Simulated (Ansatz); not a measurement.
Planning a run of Ansatz 0.2.0 on La2O3 (P-3m1). The input:

```yaml
crystal:
  lattice:
    - [3.930777878, 0.0, 0.0]
    - [-1.965388939, 3.404153499, 0.0]
    - [0.0, 0.0, 6.11195352]
  atoms:
    - { symbol: La, position: [0.66666667, 0.33333333, 0.75376432] }
    - { symbol: La, position: [0.33333333, 0.66666667, 0.24623568] }
    - { symbol: O, position: [0.66666667, 0.33333333, 0.35410935] }
    - { symbol: O, position: [0.33333333, 0.66666667, 0.64589065] }
    - { symbol: O, position: [0.0, 0.0, 0.0] }
kpoints:
  mp_grid: { grid: [6, 6, 4] }
hamiltonian:
  xc: pbe
scf:
  occupations: { method: fixed }
gw:
  n_empty_bands: 86
  ecut_chi: 60
  qp_bands: [v2, c2]
  qp_kpoints: band_edges
  screening: { model: contour_deformation }
```

```sh
ansatz run input.yaml --threads 3 --pin off --max-ram 64512MiB --backend cuda --events-out ev --progress --plain --runs-dir out --devices 1 --max-vram 24GiB  # rebuilt from the run's record
```

Question: How long will it take on 1 × NVIDIA H100 80GB HBM3 (shared by 3 runs) with 3 threads of AMD EPYC 7R13 (Zen 3), shared host, and how much memory?

It took 19 s; on shared hardware allow 9.5 s to 38 s. Peak host memory was 1.2 GiB. The sizes that set the cost: 1641 plane waves a state, 24 irreducible k points, 106 bands summed, 97 plane waves in the screening and 7 SCF cycles.

The screening grows as filled bands × empty bands × pairs of k points, times the square of the screening basis for the matrix.

[Paths, hosts, dates, memory and timing lines, banners, echoed tables and standing remarks are left out of the program output.]

[Logs are printed without paths, hosts, clocks, repeated set-up lines and the standing remarks that a program may print on its own settings, such as how far it seeks lower states.]

[Runs of the session that timed out or met a known fault of the program may be left out.]

[Cells called generated may have been cut or substituted from an entry of the Crystallography Open Database or the Materials Project.]

[Hosts, paths, dates, database ids (printed as entryN), source tags and the programs' standing remarks are cut or masked in the printed files.]
